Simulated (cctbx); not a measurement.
# What is wrong with this refinement?

Cell a = 7.3370 Å, b = 9.5110 Å, c = 6.4100 Å, α = 90.00°, β = 90.00°, γ = 90.00°; space group Pnma (no. 62).

The data are simulated with cctbx, not measured: Mo Kα, λ = 0.71073 Å, to d = 0.6 Å, 95 % of the full sphere, strongest reflection 70000 counts, noise from counting, a 2 % proportional error and a noise floor of 4 counts (s.d.); no absorption, and some extinction, which the refinements don't model.

An anisotropic refinement with weights 1/σ² prints:

```text
Rint 0.018, 1135 unique reflections to 0.60 A
cycle     R1     wR2    GooF  max shift (A)
   1  0.4556  0.7867  54.962   0.01813
   3  0.1932  0.4542  31.730   0.00006
final R1 0.1932 wR2 0.4542 GooF 31.730  parameters 21  data/parameter 54.0
atom        x        y        z      Ueq    occ   su(xyz)  su(Uiso or U11)
Rh1    0.94942  0.75000  0.35516  -0.0165  1.000  0.00038  0.0008  NPD
Yb1    0.16771  0.07540  0.16854  -0.0041  1.000  0.00025  0.0008  NPD
Yb2    0.61814  0.75000  0.55720   0.0149  1.000  0.00068  0.0018
difference map: max 178.81 min -34.20 rms 8.35
Q1    0.0486  0.2500  0.6498    4  182.94  0.04 A from Rh1
Q2    0.1749  0.0798  0.1599    8   99.15  0.09 A from Yb1
Q3    0.1040  0.7500  0.9275    4   35.19  0.14 A from Yb2
Q4    0.1037  0.7500  0.7945    4   14.55  0.96 A from Yb2
Q5    0.1022  0.2500  0.0466    4   14.12  1.62 A from Yb2
Q6    0.9952  0.2500  0.0283    4   12.82  0.85 A from Yb2
```

Q: Accept it or mend it, and why?

Mend it. The fault: elements exchanged: Yb2 is Rh and Rh1 is Yb. Against the right model at the same level, R1 goes from 0.0077 to 0.1932 and GooF from 1.20 to 31.73, U of Rh1 shrinks from 0.0041 to -0.0165 Å², U of Yb1 shrinks from 0.0030 to -0.0041 Å², U of Yb2 swells from 0.0049 to 0.0149 Å², the top difference peak, 182.9 e/Å³, lies on Rh1 and Rh1 and Yb1 go non-positive-definite. Yb2 has 25 electrons too many and its U swells to shed them, as expected; Rh1 has 25 electrons too few and its U shrinks to make up, as expected.

The compound is Yb3Rh. The right model at the same level gives:

```text
Rint 0.018, 1135 unique reflections to 0.60 A
cycle     R1     wR2    GooF  max shift (A)
   1  0.0184  0.0472   3.301   0.00021
   2  0.0077  0.0172   1.199   0.00000
final R1 0.0077 wR2 0.0172 GooF 1.199  parameters 21  data/parameter 54.0
atom        x        y        z      Ueq    occ   su(xyz)  su(Uiso or U11)
Yb1    0.94969  0.75000  0.35463   0.0041  1.000  0.00001  0.0000
Yb2    0.16810  0.07580  0.16790   0.0030  1.000  0.00001  0.0000
Rh1    0.61601  0.75000  0.55924   0.0049  1.000  0.00002  0.0001
difference map: max 0.63 min -2.53 rms 0.28
Q1    0.0773  0.6727  0.0839    8    0.64  1.21 A from Rh1
Q2    0.0360  0.2500  0.1633    4    0.63  1.30 A from Rh1
Q3    0.1301  0.6659  0.1822    8    0.60  1.75 A from Rh1
Q4    0.1474  0.0375  0.8478    8    0.58  2.08 A from Yb2
Q5    0.1333  0.5628  0.6742    8    0.58  1.46 A from Yb2
Q6    0.1963  0.6349  0.0160    8    0.57  1.33 A from Rh1
```

The model was made for the exercise: a known structure type with other elements put in, its volume estimated, not relaxed; displacement parameters are assumed.

[Middle refinement cycles are left out of these outputs.]

[Logs are printed without paths, hosts, clocks, repeated set-up lines and the standing remarks that a program may print on its own settings, such as how far it seeks lower states.]
